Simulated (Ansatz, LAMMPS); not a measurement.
# Gap against volume in amorphous polyisobutylene (as short chains C22H46), from a frame at 460 K, (136 atoms)

Density of this cell: 0.958 g/cm³. The cell holds 136 atoms: 44 C and 92 H. Its edges and angles: a = 10.244 Å, b = 10.308 Å, c = 10.237 Å, α = 89.2°, β = 93.4°, γ = 93.2°. The starting structure: 2 polyisobutylene chains of 5 units with methyl end groups placed at random, at 0.803 g/cm³; overlaps pushed apart, then 20 ps at 800 K with MMFF94 bonds, angles, torsions, charges and radii (Halgren, J. Comput. Chem. 17, 490 (1996)) in harmonic and 12-6 forms. Snapshot after 30 ps at 460 K and fixed volume.

Calculated with Ansatz 0.2.0: Kohn-Sham DFT, LDA, PAW (set soft_2), plane waves; cutoff 420 eV, Γ point, fixed occupations. The relaxed cell was scaled evenly and the atoms were relaxed at each volume. The gap is that between the highest filled and the lowest empty Kohn-Sham level on the run's k-points.

| volume (Å³/atom) | gap (eV) |
| --- | --- |
| 7.1289 | 5.199 |
| 7.4458 | ? |
| 7.6834 | 5.157 |
| 7.9210 | 5.143 |
| 8.1587 | 5.130 |
| 8.3963 | 5.118 |

**Question.** Fit a straight line in ln V to the rows given and interpolate to the withheld row.

Worked fit:

A volume deformation potential makes the spacing linear in u = ln(V/V0), with V0 = 7.9210 Å³ the relaxed volume; v is the spacing.

| u = ln(V/V0) | v (eV) |
| --- | --- |
| -0.105360 | 5.199 |
| -0.0304591 | 5.1567 |
| 0 | 5.1433 |
| 0.0295583 | 5.1301 |
| 0.0582690 | 5.1181 |

With n = 5: mean u = -0.00959842, mean v = 5.14944, Σ(u − ū)² = 0.015837, Σ(u − ū)(v − v̄) = -0.0078406. Slope b = -0.0078406 / 0.015837 = -0.49508; intercept a = v̄ − b ū = 5.1447.

At the withheld volume u = -0.06188, and v = a + b u.

Prediction at 7.4458: 5.175 eV. The run gave 5.170 eV, so the fit is high by 0.0057 eV (0.11 % of the value).

The slope, -0.50 eV, says that the spacing narrows on expansion. Among the rows given, the largest miss of the fit is at 7.6834, by 0.0031 eV (3.8 % of the range of the table).

Limits: The table spans 16 % in volume, wide for a linear law. Local or semilocal functionals tend to put gaps under measured ones. Only the Γ point is sampled. Defect or tail levels can set the spacing of a disordered cell.

[Hosts, paths, dates, database ids (printed as entryN), source tags and the programs' standing remarks are cut or masked in the printed files.]

[The MMFF94 radii named for the starting cell were scaled by 0.96; in molecules described by MMFF94, hydrogen bound to N, O or S took a small fixed 12-6 site in their place.]
